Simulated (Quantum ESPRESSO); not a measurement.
# Magnetic state of MnS (Browneite) from several starts

Does MnS (Browneite) prefer parallel or opposed moments, or none?

Method: PBEsol; plane waves with GBRV 1.5 PBEsol potentials, no spin-orbit coupling, in Quantum ESPRESSO 7.5.

### 1. Set-up

The structure is cubic, space group F-43m (No. 216). Conventional cell: a = 5.600 Å, b = 5.600 Å, c = 5.600 Å, α = 90.00°, β = 90.00°, γ = 90.00°. Mn has 4 S at 2.42 Å nearest. S has 4 Mn at 2.42 Å nearest. Farther neighbours and most contacts between anions are not listed.

The cell comes from the Crystallography Open Database.

### 2. Run 1 (ferro +)

The signs are those of the starting moments on the seeded atoms, the atoms that are given a moment.

pw.in

```
&CONTROL
  calculation = 'scf'
  prefix = 'pwscf'
  outdir = './tmp'
  pseudo_dir = './pseudo'
  disk_io = 'nowf'
/
&SYSTEM
  ibrav = 0
  nat = 2
  ntyp = 2
  ecutwfc = 40
  ecutrho = 280
  nbnd = 19
  occupations = 'smearing'
  smearing = 'fd'
  degauss = 0.00367493
  nspin = 2
  starting_magnetization(1) = 0.3
  starting_magnetization(2) = 0
/
&ELECTRONS
  conv_thr = 4d-09
  electron_maxstep = 150
  mixing_beta = 0.3
/
ATOMIC_SPECIES
Mn     54.9380 mn_pbesol_v1.5.uspp.F.UPF
S      32.0600 s_pbesol_v1.4.uspp.F.UPF
CELL_PARAMETERS angstrom
   0.0000000000    2.8000000000    2.8000000000
   2.8000000000    0.0000000000    2.8000000000
   2.8000000000    2.8000000000    0.0000000000
ATOMIC_POSITIONS crystal
Mn      0.0000000000    0.0000000000    0.0000000000
S       0.2500000000    0.2500000000    0.2500000000
K_POINTS automatic
6 6 6 0 0 0
```

Run with:

```console
$ OMP_NUM_THREADS=1 mpirun -n 4 pw.x -nk 4 -in pw.in > pw.out
```

The log of the run:

```text
Program PWSCF v.7.5 starts

     Message from routine setup:
     using ibrav=0 with symmetry is DISCOURAGED, use correct ibrav instead

     K-points division:     npool     =       4
     Subspace diagonalization in iterative solution of the eigenvalue problem:

     G-vector sticks info
     --------------------
     sticks:   dense  smooth     PW     G-vecs:    dense   smooth      PW
     Sum        1069     613    199                23409    10081    1807

     Using Slab Decomposition

     bravais-lattice index     =            0
     lattice parameter (alat)  =       7.4829  a.u.
     unit-cell volume          =     296.2789 (a.u.)^3
     number of atoms/cell      =            2
     number of atomic types    =            2
     number of electrons       =        21.00
     number of Kohn-Sham states=           19
     kinetic-energy cutoff     =      40.0000  Ry
     charge density cutoff     =     280.0000  Ry
     scf convergence threshold =      4.0E-09
     mixing beta               =       0.3000
     number of iterations used =            8  plain     mixing
     Exchange-correlation= SLA  PW   PSX  PSC
                           (   1   4  10   8   0   0   0)

     celldm(1)=   7.482934  celldm(2)=   0.000000  celldm(3)=   0.000000
     celldm(4)=   0.000000  celldm(5)=   0.000000  celldm(6)=   0.000000

     crystal axes: (cart. coord. in units of alat)
               a(1) = (   0.000000   0.707107   0.707107 )
               a(2) = (   0.707107   0.000000   0.707107 )
               a(3) = (   0.707107   0.707107   0.000000 )

     reciprocal axes: (cart. coord. in units 2 pi/alat)
               b(1) = ( -0.707107  0.707107  0.707107 )
               b(2) = (  0.707107 -0.707107  0.707107 )
               b(3) = (  0.707107  0.707107 -0.707107 )

     PseudoPot. # 1 for Mn read from file:
     mn_pbesol_v1.5.uspp.F.UPF
     Pseudo is Ultrasoft + core correction, Zval = 15.0
     Generated by new atomic code, or converted to UPF format
     Using radial grid of  859 points,  6 beta functions with:
                l(1) =   0
                l(2) =   0
                l(3) =   1
                l(4) =   1
                l(5) =   2
                l(6) =   2
     Q(r) pseudized with  8 coefficients,  rinner =    0.950   0.950   0.950
                                                       0.950   0.950

     PseudoPot. # 2 for S  read from file:
     s_pbesol_v1.4.uspp.F.UPF
     Pseudo is Ultrasoft + core correction, Zval =  6.0
     Generated by new atomic code, or converted to UPF format
     Using radial grid of  907 points,  6 beta functions with:
                l(1) =   0
                l(2) =   0
                l(3) =   1
                l(4) =   1
                l(5) =   2
                l(6) =   2
     Q(r) pseudized with  8 coefficients,  rinner =    1.300   1.300   1.300
                                                       1.300   1.300

     atomic species   valence    mass     pseudopotential
     Mn               15.00    54.93800     Mn( 1.00)
     S                 6.00    32.06000     S ( 1.00)

     Starting magnetic structure
     atomic species   magnetization
     Mn              0.300
     S               0.000

     24 Sym. Ops. (no inversion) found

   Cartesian axes

     site n.     atom                  positions (alat units)
         1        Mn     tau(   1) = (   0.0000000   0.0000000   0.0000000  )
         2        S      tau(   2) = (   0.3535534   0.3535534   0.3535534  )

     number of k points=    16  Fermi-Dirac smearing, width (Ry)=  0.0037
                       cart. coord. in units 2pi/alat
        k(    1) = (   0.0000000   0.0000000   0.0000000), wk =   0.0046296
        k(    2) = (   0.1178511   0.1178511  -0.1178511), wk =   0.0370370
        k(    3) = (   0.2357023   0.2357023  -0.2357023), wk =   0.0370370
        k(    4) = (  -0.3535534  -0.3535534   0.3535534), wk =   0.0185185
        k(    5) = (   0.2357023   0.0000000  -0.0000000), wk =   0.0277778
        [... 11 further k-points ...]

     Dense  grid:    23409 G-vectors     FFT dimensions: (  40,  40,  40)

     Smooth grid:    10081 G-vectors     FFT dimensions: (  32,  32,  32)

     Check: negative core charge=   -0.000032
     Generating pointlists ...
     new r_m :   0.2526 (alat units)  1.8902 (a.u.) for type    1
     new r_m :   0.2526 (alat units)  1.8902 (a.u.) for type    2

     Initial potential from superposition of free atoms

     starting charge      20.4999, renormalised to      21.0000
     Starting wfcs are   17 randomized atomic wfcs +    2 random wfcs

     Self-consistent Calculation

     iteration #  1     ecut=    40.00 Ry     beta= 0.30
     Davidson diagonalization with overlap
     ethr =  1.00E-02,  avg # of iterations =  6.0

     total energy              =    -234.94621858 Ry
     estimated scf accuracy    <       0.75784198 Ry

     total magnetization       =     4.53 Bohr mag/cell
     absolute magnetization    =     4.53 Bohr mag/cell

     iteration #  2     ecut=    40.00 Ry     beta= 0.30
     Davidson diagonalization with overlap
     ethr =  3.61E-03,  avg # of iterations =  1.8

     total energy              =    -235.12856183 Ry
     estimated scf accuracy    <       0.05942508 Ry

     total magnetization       =     4.70 Bohr mag/cell
     absolute magnetization    =     4.70 Bohr mag/cell

     iteration #  3     ecut=    40.00 Ry     beta= 0.30
     Davidson diagonalization with overlap
     ethr =  2.83E-04,  avg # of iterations =  3.2

     negative rho (up, down):  0.000E+00 6.073E-05

     total energy              =    -235.14105496 Ry
     estimated scf accuracy    <       0.00980010 Ry

     total magnetization       =     4.79 Bohr mag/cell
     absolute magnetization    =     4.79 Bohr mag/cell

     [... further iterations left out ...]

     iteration #  8     ecut=    40.00 Ry     beta= 0.30
     Davidson diagonalization with overlap
     ethr =  3.14E-08,  avg # of iterations =  2.0

     negative rho (up, down):  0.000E+00 4.198E-04

     total energy              =    -235.14296987 Ry
     estimated scf accuracy    <       0.00000101 Ry

     total magnetization       =     4.87 Bohr mag/cell
     absolute magnetization    =     4.87 Bohr mag/cell

     iteration #  9     ecut=    40.00 Ry     beta= 0.30
     Davidson diagonalization with overlap
     ethr =  4.80E-09,  avg # of iterations =  2.2

     negative rho (up, down):  0.000E+00 4.197E-04

     total energy              =    -235.14297030 Ry
     estimated scf accuracy    <       0.00000035 Ry

     total magnetization       =     4.87 Bohr mag/cell
     absolute magnetization    =     4.87 Bohr mag/cell

     iteration # 10     ecut=    40.00 Ry     beta= 0.30
     Davidson diagonalization with overlap
     ethr =  1.68E-09,  avg # of iterations =  2.1

     negative rho (up, down):  0.000E+00 4.199E-04

     total energy              =    -235.14297039 Ry
     estimated scf accuracy    <          9.0E-09 Ry

     total magnetization       =     4.87 Bohr mag/cell
     absolute magnetization    =     4.87 Bohr mag/cell

     iteration # 11     ecut=    40.00 Ry     beta= 0.30
     Davidson diagonalization with overlap
     ethr =  4.29E-11,  avg # of iterations =  3.8

     negative rho (up, down):  0.000E+00 4.198E-04

     Magnetic moment per site  (integrated on atomic sphere of radius R)
     atom   1 (R=0.253)  charge= 12.9394  magn=  4.1303
     atom   2 (R=0.253)  charge=  4.1916  magn=  0.1114

     End of self-consistent calculation

     [... lines left out ...]
     the Fermi energy is     7.3185 ev

!    total energy              =    -235.14297041 Ry
     estimated scf accuracy    <          1.8E-09 Ry
     smearing contrib. (-TS)   =      -0.00066092 Ry
     internal energy E=F+TS    =    -235.14230949 Ry

     The total energy is F=E-TS. E is the sum of the following terms:
     one-electron contribution =    -157.97158595 Ry
     hartree contribution      =      84.33143626 Ry
     xc contribution           =     -34.78335548 Ry
     ewald contribution        =    -126.71880431 Ry

     total magnetization       =     4.87 Bohr mag/cell
     absolute magnetization    =     4.87 Bohr mag/cell

     convergence has been achieved in  11 iterations

=------------------------------------------------------------------------------=
   JOB DONE.
=------------------------------------------------------------------------------=
```

It took 6.1 s on 4 MPI ranks of AMD EPYC 9R14 (Zen 4), shared host; peak memory 0.35 GiB; 23 s of CPU time.

Spin moment in the atom's sphere by atom:

```
atom  spin moment in the atom's sphere (μB)
 Mn1                                   4.13
  S2                                   0.11
```

This step gave:

| Item | Value |
| --- | --- |
| smearing term TS | 0.008992 eV |
| magnetization | 4.875 μB |
| absolute magnetization | 4.875 μB |
| final state | ferromagnetic |

Spin density in the ac plane of a cell with a along [110], b along [-110] and c along [001] of the cube at fractional y = 0.000, with atoms of Mn and S within 0.2 Å of it.

Ten even steps from '_' (0.0 e/Å³) to '@' (6.0 e/Å³), each cell a mean:
```
%%--______________..**%%--______________..**
..__________________....__________________..
____________________________________________
____________________________________________
____________________________________________
____________________________________________
____________________________________________
____________________________________________
____________________________________________
____________________________________________
____________________________________________
____________________________________________
____________________________________________
==..________________::==..________________::
@@==______________..##@@==______________..##
```
Columns run along a (7.9 Å), rows up along c (5.6 Å), edges of the conventional cell, whose origin can differ from the input's. Atoms in or near the plane, at fractional coordinates: Mn at (0.50, 0.00), Mn at (0.00, 0.00), S at (0.75, 0.75), S at (0.25, 0.75).

Valence density in the ac plane of a cell with a along [110], b along [-110] and c along [001] of the cube at fractional y = 0.000, with atoms of Mn and S within 0.2 Å of it. It is the smooth field of the valence electrons, not physical close to the nuclei.

Ten steps, logarithmic in the rise over the least value, from '0' (0 e/Å³) to '9' (16 e/Å³), each cell a mean:
```
9842222226998422222269
6423344323664233443236
2223434432222234344322
0123343431101233434311
0023433421000234334210
0012343310000123433100
0001222100000012221000
0000011000000000110000
0000000000000000000000
0000000000000000000000
0000000000000000000000
1100000000111000000001
3210000002332100000023
8621000014886210000148
9841111126998411111269
```
Columns run along a (7.9 Å), rows up along c (5.6 Å), edges of the conventional cell, whose origin can differ from the input's. Atoms in or near the plane, at fractional coordinates: Mn at (0.50, 0.00), Mn at (0.00, 0.00), S at (0.75, 0.75), S at (0.25, 0.75).

### 3. Run 2, typed as antiferro q=(0,1/2,1/2) +−

This order needs a doubled cell of 4 atoms. The wavevector q is in fractions of the reciprocal vectors of the crystal's primitive cell, as the cells of these inputs are built from it; moments change sign between cells as cos(2π q·R).

pw.in

```
&CONTROL
  calculation = 'scf'
  prefix = 'pwscf'
  outdir = './tmp'
  pseudo_dir = './pseudo'
  disk_io = 'nowf'
/
&SYSTEM
  ibrav = 0
  nat = 4
  ntyp = 3
  ecutwfc = 40
  ecutrho = 280
  nbnd = 30
  occupations = 'smearing'
  smearing = 'fd'
  degauss = 0.00367493
  nspin = 2
  starting_magnetization(1) = 0.3
  starting_magnetization(2) = -0.3
  starting_magnetization(3) = 0
/
&ELECTRONS
  conv_thr = 8d-09
  electron_maxstep = 150
  mixing_beta = 0.3
/
ATOMIC_SPECIES
Mn1    54.9380 mn_pbesol_v1.5.uspp.F.UPF
Mn2    54.9380 mn_pbesol_v1.5.uspp.F.UPF
S      32.0600 s_pbesol_v1.4.uspp.F.UPF
CELL_PARAMETERS angstrom
   0.0000000000    2.8000000000    2.8000000000
   5.6000000000    0.0000000000    5.6000000000
   5.6000000000    2.8000000000    2.8000000000
ATOMIC_POSITIONS crystal
Mn1     0.0000000000    0.0000000000    0.0000000000
Mn2     0.0000000000    0.5000000000    0.0000000000
S       0.2500000000    0.0000000000    0.2500000000
S       0.2500000000    0.5000000000    0.2500000000
K_POINTS automatic
6 3 6 0 0 0
```

The log of the run:

```text
[banner, memory and clock lines left out]
Program PWSCF v.7.5 starts

     Message from routine setup:
     using ibrav=0 with symmetry is DISCOURAGED, use correct ibrav instead

     bravais-lattice index     =            0
     lattice parameter (alat)  =       7.4829  a.u.
     unit-cell volume          =     592.5578 (a.u.)^3
     number of atoms/cell      =            4
     number of atomic types    =            3
     number of electrons       =        42.00
     number of Kohn-Sham states=           30
     kinetic-energy cutoff     =      40.0000  Ry
     charge density cutoff     =     280.0000  Ry
     scf convergence threshold =      8.0E-09
     mixing beta               =       0.3000
     number of iterations used =            8  plain     mixing
     Exchange-correlation= SLA  PW   PSX  PSC
                           (   1   4  10   8   0   0   0)

     celldm(1)=   7.482934  celldm(2)=   0.000000  celldm(3)=   0.000000
     celldm(4)=   0.000000  celldm(5)=   0.000000  celldm(6)=   0.000000

     crystal axes: (cart. coord. in units of alat)
               a(1) = (   0.000000   0.707107   0.707107 )
               a(2) = (   1.414214   0.000000   1.414214 )
               a(3) = (   1.414214   0.707107   0.707107 )

     reciprocal axes: (cart. coord. in units 2 pi/alat)
               b(1) = ( -0.707107  0.707107  0.707107 )
               b(2) = (  0.000000 -0.707107  0.707107 )
               b(3) = (  0.707107  0.707107 -0.707107 )

     PseudoPot. # 1 for Mn read from file:
     mn_pbesol_v1.5.uspp.F.UPF
     Pseudo is Ultrasoft + core correction, Zval = 15.0

     PseudoPot. # 2 for Mn read from file:
     mn_pbesol_v1.5.uspp.F.UPF
     Pseudo is Ultrasoft + core correction, Zval = 15.0

     PseudoPot. # 3 for S  read from file:
     s_pbesol_v1.4.uspp.F.UPF
     Pseudo is Ultrasoft + core correction, Zval =  6.0

     atomic species   valence    mass     pseudopotential
     Mn1              15.00    54.93800     Mn( 1.00)
     Mn2              15.00    54.93800     Mn( 1.00)
     S                 6.00    32.06000     S ( 1.00)

     Starting magnetic structure
     atomic species   magnetization
     Mn1             0.300
     Mn2            -0.300
     S               0.000

      8 Sym. Ops. (no inversion) found

   Cartesian axes

     site n.     atom                  positions (alat units)
         1        Mn1    tau(   1) = (   0.0000000   0.0000000   0.0000000  )
         2        Mn2    tau(   2) = (   0.7071068   0.0000000   0.7071068  )
         3        S      tau(   3) = (   0.3535534   0.3535534   0.3535534  )
         4        S      tau(   4) = (   1.0606602   0.3535534   1.0606602  )

     number of k points=    20  Fermi-Dirac smearing, width (Ry)=  0.0037
                       cart. coord. in units 2pi/alat
        k(    1) = (   0.0000000   0.0000000   0.0000000), wk =   0.0092593
        k(    2) = (   0.1178511   0.1178511  -0.1178511), wk =   0.0740741
        k(    3) = (   0.2357023   0.2357023  -0.2357023), wk =   0.0740741
        k(    4) = (  -0.3535534  -0.3535534   0.3535534), wk =   0.0185185
        k(    5) = (   0.0000000  -0.2357023   0.2357023), wk =   0.0370370
        [... 15 further k-points ...]

     Dense  grid:    46901 G-vectors     FFT dimensions: (  40,  80,  72)

     Smooth grid:    20215 G-vectors     FFT dimensions: (  32,  64,  54)

     Check: negative core charge=   -0.000033
     Generating pointlists ...
     new r_m :   0.2526 (alat units)  1.8902 (a.u.) for type    1
     new r_m :   0.2526 (alat units)  1.8902 (a.u.) for type    2
     new r_m :   0.2526 (alat units)  1.8902 (a.u.) for type    3

     Initial potential from superposition of free atoms

     starting charge      40.9998, renormalised to      42.0000
     Starting wfcs are   34 randomized atomic wfcs

     Self-consistent Calculation

     iteration #  1     ecut=    40.00 Ry     beta= 0.30
     Davidson diagonalization with overlap
     ethr =  1.00E-02,  avg # of iterations =  4.2

     total energy              =    -469.99403102 Ry
     estimated scf accuracy    <       1.36190468 Ry

     total magnetization       =    -0.00 Bohr mag/cell
     absolute magnetization    =     8.69 Bohr mag/cell

     iteration #  2     ecut=    40.00 Ry     beta= 0.30
     Davidson diagonalization with overlap
     ethr =  3.24E-03,  avg # of iterations =  2.0

     total energy              =    -470.30866698 Ry
     estimated scf accuracy    <       0.06847923 Ry

     total magnetization       =    -0.00 Bohr mag/cell
     absolute magnetization    =     8.75 Bohr mag/cell

     [... further iterations left out ...]

     iteration # 12     ecut=    40.00 Ry     beta= 0.30
     Davidson diagonalization with overlap
     ethr =  1.03E-10,  avg # of iterations =  2.2

     negative rho (up, down):  1.969E-04 1.969E-04

     total energy              =    -470.32813194 Ry
     estimated scf accuracy    <       0.00000001 Ry

     total magnetization       =    -0.00 Bohr mag/cell
     absolute magnetization    =     8.97 Bohr mag/cell

     iteration # 13     ecut=    40.00 Ry     beta= 0.30
     Davidson diagonalization with overlap
     ethr =  2.91E-11,  avg # of iterations =  2.1

     negative rho (up, down):  1.968E-04 1.968E-04

     Magnetic moment per site  (integrated on atomic sphere of radius R)
     atom   1 (R=0.253)  charge= 12.9505  magn=  3.9668
     atom   2 (R=0.253)  charge= 12.9505  magn= -3.9668
     atom   3 (R=0.253)  charge=  4.1769  magn=  0.0000
     atom   4 (R=0.253)  charge=  4.1769  magn= -0.0000

     End of self-consistent calculation

     [... lines left out ...]
     the Fermi energy is     7.1382 ev

!    total energy              =    -470.32813196 Ry
     estimated scf accuracy    <          6.9E-10 Ry
     smearing contrib. (-TS)   =      -0.00000002 Ry
     internal energy E=F+TS    =    -470.32813194 Ry

     The total energy is F=E-TS. E is the sum of the following terms:
     one-electron contribution =    -316.12080585 Ry
     hartree contribution      =     168.72449991 Ry
     xc contribution           =     -69.49421738 Ry
     ewald contribution        =    -253.43760863 Ry

     total magnetization       =    -0.00 Bohr mag/cell
     absolute magnetization    =     8.97 Bohr mag/cell

     convergence has been achieved in  13 iterations
```

It took 30 s on 4 MPI ranks; peak memory 0.64 GiB; 2 min of CPU time.

Spin moment in the atom's sphere by atom:

| atom | spin moment in the atom's sphere (μB) |
| --- | --- |
| Mn1 | 3.97 |
| Mn2 | -3.97 |
| S3 | 0.00 |
| S4 | 0.00 |

Numbers from this step:

* smearing term TS: 2.50e-7 eV
* magnetization: 0 μB
* absolute magnetization: 8.974 μB
* final state: antiferromagnetic

Spin density in the ac plane of the conventional cell at fractional y = 0.000, with atoms of Mn within 0.2 Å of it.

Ten even steps from '0' (-6.0 e/Å³) to '9' (5.9 e/Å³), each cell a mean:
```
8655555555555558
5555555555555555
5555555555555555
5555555555555555
5555554444555555
5555544444455555
5555544213445555
5555444002445555
5555544324445555
5555554444455555
5555555444555555
5555555555555555
5555555555555555
7555555555555556
9755555555555569
```
Columns run along a (5.6 Å), rows up along c (5.6 Å), edges of the conventional cell, whose origin can differ from the input's. Atoms in or near the plane, at fractional coordinates: Mn at (0.00, 0.00), Mn at (0.50, 0.50).

Valence density in the ac plane of the conventional cell at fractional y = 0.000, with atoms of Mn within 0.2 Å of it. It is the smooth field of the valence electrons, not physical close to the nuclei.

Ten steps, logarithmic in the rise over the least value, from '0' (0 e/Å³) to '9' (16 e/Å³), each cell a mean:
```
9841000000001269
6421000000001136
2111100000011112
0011111000111110
0001111221111000
0000113564210000
0000126998310000
0000126998410000
0000124886310000
0000112343111000
0001111111111100
1111110000011111
3211100000001123
8631000000001247
9841000000001269
```
Columns run along a (5.6 Å), rows up along c (5.6 Å), edges of the conventional cell, whose origin can differ from the input's. Atoms in or near the plane, at fractional coordinates: Mn at (0.00, 0.00), Mn at (0.50, 0.50).

(Continued in part 2 of 2.)

[Logs and program files are shortened in this print: banners, set-up blocks, solver, clock and traceback lines can be left out without a mark of their own.]

[Logs are printed without paths, hosts, clocks, repeated set-up lines and the standing remarks that a program may print on its own settings, such as how far it seeks lower states.]

[Hosts, paths, dates, database ids (printed as entryN), source tags and the programs' standing remarks are cut or masked in the printed files.]

[Where a cell is said to come from a database of computed structures, the database is the Materials Project.]
